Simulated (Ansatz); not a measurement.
# BaTiO3 (P4mm): spin-orbit coupling beyond the local functionals

Aim: the spin-orbit change of the gap of BaTiO3 (P4mm).

Method: density functionals with and without spin-orbit coupling, plane waves, PAW, in Ansatz 0.2.0.

In doubt: the elements are of a kind flagged for part-filled d or f shells, though by formal charges that shell is empty here, so the flag may not apply.

### 1. The starting structure

The structure is tetragonal, space group P4mm (No. 99). Conventional cell: a = 3.990 Å, b = 3.990 Å, c = 4.023 Å, α = 90.00°, β = 90.00°, γ = 90.00°. Ba has 12 O at 2.80 to 2.87 Å nearest. Nearest to Ti lie 6 O at 1.84 to 2.18 Å. Nearest to O lie 2 Ti at 1.84 to 2.18 Å and 4 Ba at 2.82 Å. Nearest to O lie 2 Ti at 2.00 Å and 4 Ba at 2.80 to 2.87 Å. Farther neighbours and most contacts between anions are not listed.

Coordinates:

```cif
data_structure
_symmetry_space_group_name_H-M 'P 1'
_symmetry_Int_Tables_number 1
_cell_length_a 3.9905
_cell_length_b 3.9905
_cell_length_c 4.0230
_cell_angle_alpha 90.000
_cell_angle_beta 90.000
_cell_angle_gamma 90.000
_cell_volume 64.06
loop_
_atom_site_label
_atom_site_type_symbol
_atom_site_fract_x
_atom_site_fract_y
_atom_site_fract_z
_atom_site_occupancy
Ba1 Ba 0.00000 0.00000 0.00000 1
Ti2 Ti 0.50000 0.50000 0.52200 1
O3 O 0.50000 0.50000 0.97900 1
O4 O 0.50000 0.00000 0.48800 1
O5 O 0.00000 0.50000 0.48800 1
```

The cell and positions come from the Crystallography Open Database and are kept as given unless a step says otherwise. Spin-orbit coupling is left out unless a step names it. The default PAW set here is soft_2. Its files were made with PBE.

### 2. HSE06, 4×4×4 mesh

This step: DFT, HSE06, plane waves, PAW.

input.yaml reads:

```yaml
crystal:
  lattice:
    - [3.99048, 0.0, 0.0]
    - [0.0, 3.99048, 0.0]
    - [0.0, 0.0, 4.02303]
  atoms:
    - { symbol: Ba, position: [0.0, 0.0, 0.0] }
    - { symbol: Ti, position: [0.5, 0.5, 0.522] }
    - { symbol: O, position: [0.5, 0.5, 0.979] }
    - { symbol: O, position: [0.5, 0.0, 0.488] }
    - { symbol: O, position: [0.0, 0.5, 0.488] }
kpoints:
  mp_grid: { grid: [4, 4, 4] }
  band_path:
    path:
      - [0.0, 0.0, 0.0]
      - [0.0, 0.5, 0.0]
      - [0.5, 0.5, 0.0]
      - [0.0, 0.0, 0.5]
      - [0.0, 0.5, 0.5]
      - [0.5, 0.5, 0.5]
    npoints: 1
hamiltonian:
  xc: hse06
scf:
  occupations: { method: fixed }
  n_extra_bands: 5
output:
  eigenvalues: true
  write_density: true
  write_potential: true
  elf: true
  volumetric_format: npy
```

Command:

```
ansatz run input.yaml --threads 3 --pin off --max-ram 92160MiB --backend cuda --events-out ev --progress --plain --runs-dir out --devices 1 --max-vram 13GiB
```

Numbers of over 12 decimals in the logs are rounded to 6 here.

Output:

```text
scf.n_extra_bands = 5 over 20 filled bands (N_el = 40.0): the run solves 25 bands
GPUs: using 1 of 1 available (devices: 1).
Engine: ansatz 0.2.0, x86_64-unknown-linux-gnu
Pseudopotentials: kind: paw
Pseudopotential: Ba, paw, valence charge 10, recommended cutoff 420 eV (normal), Ba.paw.azcp
Pseudopotential: Ti, paw, valence charge 12, recommended cutoff 420 eV (normal), Ti.paw.azcp
Pseudopotential: O, paw, valence charge 6, recommended cutoff 420 eV (normal), O.paw.azcp
Functional definition: HSE06
  parameter a = 0.25
  parameter omega = 0.11/bohr
  exchange = pbe_x - a*pbe_x_sr(omega) + a*exact_x_sr(omega)
  correlation = pbe_c
davidson cushion auto → on  (no smearing: the cushion is to keep the highest requested band from converging to the state above it; pin scf.eigensolver.cushion to override)
device memory: the entry about to start is reckoned to put 0.7 GiB on a device that reports 23.9 GiB free (of which the cap on the GPU budget leaves the run 13.0 GiB)
GPU FFT provider: cuFFT
GPU libraries: cuBLAS 13.8.2, cuFFT 12.4.0, cuSOLVER 12.3.4
Crystal: 5 atoms, lattice volume = 64.062 Å³
Basis set: ecut = 420 eV, 1245 PW (Γ)
Bands: 25, of which v1, the nominal top of the filled ones, is band 20 counted from 1 (19 counted from 0)
Symmetry: 8 space group operations
Space group: P4mm (ITA 99), of the structure as read, at distance tolerance 4.0e-5 Å
k-points: 18 of 64 (time reversal used)
Non-local potential: Ba, projectors of the file, l = 0: 3, l = 1: 2, l = 2: 2, l = 3: 2
Non-local potential: Ti, projectors of the file, l = 0: 3, l = 1: 2, l = 2: 3, l = 3: 1
Non-local potential: O, projectors of the file, l = 0: 2, l = 1: 2, l = 2: 1
PAW form: soft (Blöchl's): semilocal exchange-correlation on the pseudo side does not see the compensation charge
PAW frozen core: Ba, regenerated for the run's functional, and the local potential with it (the file was generated under x = pbe(κ = 0.804, μ = 0.219515), c = pbe(β = 0.066725))
PAW frozen core: Ti, regenerated for the run's functional, and the local potential with it (the file was generated under x = pbe(κ = 0.804, μ = 0.219515), c = pbe(β = 0.066725))
PAW frozen core: O, regenerated for the run's functional, and the local potential with it (the file was generated under x = pbe(κ = 0.804, μ = 0.219515), c = pbe(β = 0.066725))
PAW one-centre angular grid: Ba, 194 points (default); XC on 64 Gauss nodes
PAW one-centre angular grid: Ti, 590 points (default); XC on 64 Gauss nodes
PAW one-centre angular grid: O, 110 points (default); XC on 96 Gauss nodes
Initial density: superposition of atomic densities (neutral atoms: chi_scale 0, normalization atom), corrected by the library's trained network
Initial wavefunctions: pseudopotential atomic-orbital guess
GPU buffer pool allocated for 19683 grid points (all kernels)
[...]
Frozen-core exchange: fock
SCF iter   1: F=—  HF=-10163.475254 eV  |F-HF|=—  |Δ(HF+E_count)|=         —  Δρ=1.27e-4  dr2=5.12e-6  ethr=1.81e-6  ⟨swp⟩=3.0  Hψ=1064  notcnv=0
preconditioner: auto → none  [insulator: Δε(μ)=3.284 eV  Ē_g=14.147 eV  n_scr=18 (ndim 8)  ℏωp=26.2 eV  f_vac=0.000]
SCF iter   2: F=—  HF=-10163.475255 eV  |F-HF|=—  |Δ(HF+E_count)|=   1.10e-6  Δρ=6.29e-5  dr2=1.48e-6  ethr=9.43e-9  ⟨swp⟩=4.7  Hψ=1703  notcnv=0
SCF iter   3: F=—  HF=-10163.475259 eV  |F-HF|=—  |Δ(HF+E_count)|=   3.95e-6  Δρ=4.85e-5  dr2=1.07e-6  ethr=2.38e-9  ⟨swp⟩=4.2  Hψ=1356  notcnv=0  defer=2
iter 4 solved again at ethr=1.29e-10 eV; its pass at ethr=2.38e-9 eV (dr2=5.16e-8 eV) is discarded
SCF iter   4: F=-10163.475258 eV  HF=-10163.475258 eV  |F-HF|=4.54e-8  |Δ(HF+E_count)|=   2.85e-7  Δρ=1.10e-5  dr2=5.33e-8  ethr=1.29e-10  ⟨swp⟩=3.9  Hψ=2265  notcnv=0
SCF 3 converged in 4 iterations: F = -10163.475258 eV  dr2 = 5.33e-8
hybrid outer 2: dexx = +4.015e-6 eV, tail = 1.80e-7 eV, Δε = 6.84e-3 eV (about 2.74e-4 eV left of the loop's levels)
the search or the solves at the SCF's close seem to have found levels that the self-consistency loop had missed (the run counts 1). By its estimate they hold under 1e-12 electrons; where the run keeps them, the occupations were computed again with them
device memory: the entry about to start is reckoned to put 0.4 GiB on a device that reports 24.3 GiB free (of which the cap on the GPU budget leaves the run 13.0 GiB)
NSCF: frozen V_eff on 6 k-points
hybrid SCF converged: 2 outer / 11 inner (+2 warm-up), last move |dexx| = 4.01e-6 eV, tail = 1.80e-7 eV
Stability not checked: this state was not tested for a lower state beside it, because the functional holds exact exchange (a hybrid, or Hartree-Fock), whose exchange loop this test does not read (fock_operator; see scf.lower_state_search)
Free energy (F): -10163.475258 eV
Frozen-core exchange: fock
Harris-Foulkes:  -10163.475258 eV  (|F-HF|=4.54e-8)
Internal energy: -10163.475258 eV  (E = F + TS)
E sigma→0 (E₀):  -10163.475258 eV
Fermi energy:    9.383566 eV
--- Per-component energies (eV) ---
  E_band       = -222.141720
  E_kinetic    = 973.124318
  E_local      = -2093.202515  (includes V_loc(G=0)·N_el)
  E_nonlocal   = 196.593824
  E_hartree    = 816.301255
  E_xc         = -395.491856
  E_vxc        = -436.612289  (∫ρ·V_xc dr)
  E_exx        = -117.084865  (= α·E_x^exact, valence–valence)
  E_paw        = -6727.146098  (= ΣΔE_a)
  E_vpaw       = -260.490562  (= ΣTr[D̂ρ^β])
  E_aug_tail   = 0.007405  (compensation charges beyond the density's cutoff)
  E_ewald      = -2816.176581
  E_core_change = -0.400145  (= ΣΔE_core)
  E_smearing   = -0.000000  (= −TS)
  E_closure    = 0.000000  (closes the sum)
  Σ components = -10163.475258   (vs F -10163.475258, Δ=0.00e0)
--- Band table (eV; the first three rows and the last of 18) ---
  k-point 0: bands = [... 16 lower, 8.0924, 8.9408, 9.0529, 9.0529, 12.6688, 13.0216, 13.0216, 14.8881, ... 1 higher]
  k-point 1: bands = [... 16 lower, 7.6935, 7.9912, 8.8443, 8.8443, 12.7421, 13.8681, 13.8681, 14.8868, ... 1 higher]
  k-point 2: bands = [... 16 lower, 7.3000, 7.3463, 8.6548, 8.6548, 12.8189, 14.6597, 14.6597, 14.8884, ... 1 higher]
  k-point 17: bands = [... 16 lower, 6.8640, 9.1964, 9.1964, 9.3836, 15.3377, 15.3377, 15.3574, 17.4732, ... 1 higher]
```

Wall time 23 s (1 × NVIDIA H100 80GB HBM3 (shared by 6 runs) with 3 threads of AMD EPYC 7R13 (Zen 3), shared host); peak memory 1.2 GiB; 25 s of CPU time.

Numbers from this step:

```yaml
gap: 3.285 eV
valence_top_at: A
conduction_bottom_at: Γ
least_direct_gap: 3.616 eV
exact_exchange_fraction: 0.25
```

The gap is indirect, with the least direct gap 0.33 eV higher.

### 3. HSE06+SOC, 4×4×4 mesh

Spin-orbit coupling can split or shift the edges; a non-collinear run measures by how much.

This step: DFT, HSE06 with spin-orbit coupling, plane waves, PAW.

Changes to input.yaml since step 2:

```diff
@@ -26,8 +26,7 @@
   occupations: { method: fixed }
-  n_extra_bands: 5
+  n_extra_bands: 10
+magnetization:
+  noncollinear: true
+  spin_orbit: true
 output:
   eigenvalues: true
-  write_density: true
-  write_potential: true
-  elf: true
-  volumetric_format: npy
```

Output:

```text
[...]
GPUs: using 1 of 1 available (devices: 1).
[...]
non-collinear run that drives no moment, with spin-orbit: no starting moment large enough to seed its density (crystal.atoms[].spin), no starting occupations that ask for one, no magnetisation constraint and no magnetic field, so the semilocal B_xc is pinned to zero
[...]
GPU FFT provider: cuFFT
GPU libraries: cuBLAS 13.8.2, cuFFT 12.4.0, cuSOLVER 12.3.4
Crystal: 5 atoms, lattice volume = 64.062 Å³
Basis set: ecut = 420 eV, 1245 PW (Γ)
Bands: 50, of which v1, the nominal top of the filled ones, is band 40 counted from 1 (39 counted from 0)
Symmetry: 8 space group operations + 8 with time reversal
[...]
k-points: 18 of 64 (time reversal used)
Projection manifold: j_resolved (fully-relativistic pseudo-atomic orbitals)
[...]
GPU buffer pool allocated for 19683 grid points (all kernels)
[...]
SCF iter   1: F=—  HF=-10164.492925 eV  |F-HF|=—  |Δ(HF+E_count)|=         —  Δρ=4.85e-2  dr2=1.59e0  dr2_m=0.00e0 (ungated)  ethr=1.00e-1  |M|=0.00e0 ∫|m|=0.00e0 μB  |m|>n=0.0e0 m-floor=0.0e0 τ_xc=0.0e0  β_m=0.30  ⟨swp⟩=4.2  Hψ=3309  notcnv=0
[...]
SCF iter   7: F=-10164.411593 eV  HF=-10164.411596 eV  |F-HF|=2.38e-6  |Δ(HF+E_count)|=   2.88e-4  Δρ=2.87e-4  dr2=2.64e-5  dr2_m=0.00e0 (ungated)  ethr=4.00e-6  |M|=0.00e0 ∫|m|=0.00e0 μB  |m|>n=0.0e0 m-floor=0.0e0 τ_xc=0.0e0  ⟨swp⟩=3.1  Hψ=2115  notcnv=0
SCF 1 stopped early in 7 iterations: F = -10164.411593 eV  dr2 = 2.64e-5
[...]
GPU FFT provider: cuFFT
GPU libraries: cuBLAS 13.8.2, cuFFT 12.4.0, cuSOLVER 12.3.4
Projection manifold: j_resolved (fully-relativistic pseudo-atomic orbitals)
[...]
GPU buffer pool allocated for 19683 grid points (all kernels)
[...]
Frozen-core exchange: fock
SCF iter   1: F=—  HF=-10161.909960 eV  |F-HF|=—  |Δ(HF+E_count)|=         —  Δρ=2.87e-2  dr2=8.05e-1  dr2_m=0.00e0 (ungated)  ethr=6.59e-7  |M|=0.00e0 ∫|m|=0.00e0 μB  |m|>n=0.0e0 m-floor=0.0e0 τ_xc=0.0e0  β_m=0.30  ⟨swp⟩=10.2  Hψ=5822  notcnv=0
[...]
SCF iter   7: F=-10161.735871 eV  HF=-10161.735886 eV  |F-HF|=1.48e-5  |Δ(HF+E_count)|=   2.24e-4  Δρ=1.78e-4  dr2=2.06e-5  dr2_m=0.00e0 (ungated)  ethr=4.38e-7  |M|=0.00e0 ∫|m|=0.00e0 μB  |m|>n=0.0e0 m-floor=0.0e0 τ_xc=0.0e0  ⟨swp⟩=4.0  Hψ=2790  notcnv=0
SCF 2 stopped early in 7 iterations: F = -10161.735871 eV  dr2 = 2.06e-5
hybrid outer 1: dexx = +2.925e-2 eV, tail = 1.38e-4 eV
GPU FFT provider: cuFFT
GPU libraries: cuBLAS 13.8.2, cuFFT 12.4.0, cuSOLVER 12.3.4
Projection manifold: j_resolved (fully-relativistic pseudo-atomic orbitals)
GPU buffer pool allocated for 19683 grid points (all kernels)
[...]
Frozen-core exchange: fock
SCF iter   1: F=—  HF=-10161.735002 eV  |F-HF|=—  |Δ(HF+E_count)|=         —  Δρ=1.38e-4  dr2=8.70e-6  dr2_m=0.00e0 (ungated)  ethr=1.73e-6  |M|=0.00e0 ∫|m|=0.00e0 μB  |m|>n=0.0e0 m-floor=0.0e0 τ_xc=0.0e0  β_m=0.30  ⟨swp⟩=3.0  Hψ=2131  notcnv=0
[...]
SCF iter   5: F=-10161.735005 eV  HF=-10161.735005 eV  |F-HF|=5.06e-9  |Δ(HF+E_count)|=   3.39e-8  Δρ=4.11e-6  dr2=1.91e-8  dr2_m=0.00e0 (ungated)  ethr=1.45e-11  |M|=0.00e0 ∫|m|=0.00e0 μB  |m|>n=0.0e0 m-floor=0.0e0 τ_xc=0.0e0  ⟨swp⟩=4.5  Hψ=4894  notcnv=0
SCF 3 converged in 5 iterations: F = -10161.735005 eV  dr2 = 1.91e-8
[...]
NSCF: frozen V_eff on 6 k-points
[...]
Magnetization: |M| = 0.0000 μB,  M = (+0.0000, +0.0000, +0.0000) μB
Absolute magnetization: 0.0000 μB (∫|m|)
  site 0: m = (+0.0000, +0.0000, +0.0000) μB, |m| = 0.0000 μB  (R = 1.15 Å)
  site 1: m = (+0.0000, +0.0000, +0.0000) μB, |m| = 0.0000 μB  (R = 0.76 Å)
  site 2: m = (+0.0000, +0.0000, +0.0000) μB, |m| = 0.0000 μB  (R = 0.76 Å)
  site 3: m = (+0.0000, +0.0000, +0.0000) μB, |m| = 0.0000 μB  (R = 0.82 Å)
  site 4: m = (+0.0000, +0.0000, +0.0000) μB, |m| = 0.0000 μB  (R = 0.82 Å)
Free energy (F): -10161.735005 eV
Frozen-core exchange: fock
[...]
Internal energy: -10161.735005 eV  (E = F + TS)
E sigma→0 (E₀):  -10161.735005 eV
Fermi energy:    9.382990 eV
[...]
--- Band table (eV; the first three rows and the last of 18) ---
  k-point 0: bands = [... 36 lower, 9.0540, 9.0540, 9.1046, 9.1046, 12.6669, 12.6669, 13.0081, 13.0081, ... 6 higher]
  k-point 1: bands = [... 36 lower, 8.8111, 8.8111, 8.8802, 8.8802, 12.7406, 12.7406, 13.8541, 13.8541, ... 6 higher]
  k-point 2: bands = [... 36 lower, 8.6320, 8.6320, 8.6757, 8.6757, 12.8173, 12.8173, 14.6446, 14.6446, ... 6 higher]
  k-point 17: bands = [... 36 lower, 9.2013, 9.2013, 9.3830, 9.3830, 15.3312, 15.3312, 15.3381, 15.3381, ... 6 higher]
```

It took 54 s on 1 × NVIDIA H100 80GB HBM3 (shared by 6 runs) with 3 threads; peak memory 1.7 GiB.

This step gave:

```yaml
gap: 3.284 eV
valence_top_at: A
conduction_bottom_at: Γ
least_direct_gap: 3.562 eV
exact_exchange_fraction: 0.25
```

The gap is that of HSE06.

### 4. Together

Times are wall times on 1 × NVIDIA H100 80GB HBM3 (shared by 6 runs) with 3 threads of AMD EPYC 7R13 (Zen 3), shared host, good to a factor of about two.

```tsv
level	gap (eV)	with coupling (eV)	change (eV)	time	with coupling
HSE06	3.29	3.28	−0.001	23 s	54 s
```

### 5. Summary of results

```
HSE06     : 3.29 eV
HSE06+SOC : 3.28 eV
```

What this shows: Spin-orbit coupling changes the gap by −0.001 eV and the least direct gap by −0.05 eV.

[Paths, hosts, dates, memory and timing lines, banners, echoed tables and standing remarks are left out of the program output.]

[Logs are printed without paths, hosts, clocks, repeated set-up lines and the standing remarks that a program may print on its own settings, such as how far it seeks lower states.]

[Runs of the session that timed out or met a known fault of the program may be left out.]

[Cells called generated may have been cut or substituted from an entry of the Crystallography Open Database or the Materials Project.]

[Hosts, paths, dates, database ids (printed as entryN), source tags and the programs' standing remarks are cut or masked in the printed files.]
